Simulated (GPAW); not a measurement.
Records of electronic-structure calculations.

```
! title: A GW chain in GPAW: CaZrN2 (R-3m)
! method: DFT, LDA, plane waves, PAW (and 1 further level or step)
! program: GPAW 26.7.0
! settings of one run: cutoff 600 eV, GPAW PAW setups 1.2.1 data release, 4×4×4 k-mesh, nbands 255
! cost: 3 runs, 5.3 min in all on 4 MPI ranks of Arm Neoverse V1, shared host (the runs of this entry)
! notes: The cell and positions are those that the Materials Project relaxed with its own functionals (PBE, PBE+U or r2SCAN), kept fixed. Limits: no spin-orbit coupling. Bands and cutoff are finite, so the gap is not at the basis limit. The miss can reach some tenths of an eV and take either sign; the mesh is an error of its own. The 4×4×4 mesh is coarse for this cell, which bears on the long-range parts of exchange and screening.
! LDA gap: 0.40 eV, indirect
! G0W0 gap on the mesh: 1.22 eV
! GW settings: 4×4×4 mesh, 113 bands, screening to 96 eV, Godby-Needs plasmon pole
! known limits: not at the basis limit; no spin-orbit coupling; coarse k mesh
CELL_PARAMETERS angstrom
1.65709 0.95672 5.60669
-1.65709 0.95672 5.60669
0.00000 -1.91344 5.60669
ATOMIC_POSITIONS crystal
Ca 0.00000 0.00000 0.00000
Zr 0.50000 0.50000 0.50000
N 0.23812 0.23812 0.23812
N 0.76188 0.76188 0.76188
```

[Paths, hosts, dates, memory and timing lines, banners, echoed tables and standing remarks are left out of the program output.]

[Logs are printed without paths, hosts, clocks, repeated set-up lines and the standing remarks that a program may print on its own settings, such as how far it seeks lower states.]

[Runs of the session that timed out or met a known fault of the program may be left out.]

[Hosts, paths, dates, database ids (printed as entryN), source tags and the programs' standing remarks are cut or masked in the printed files.]
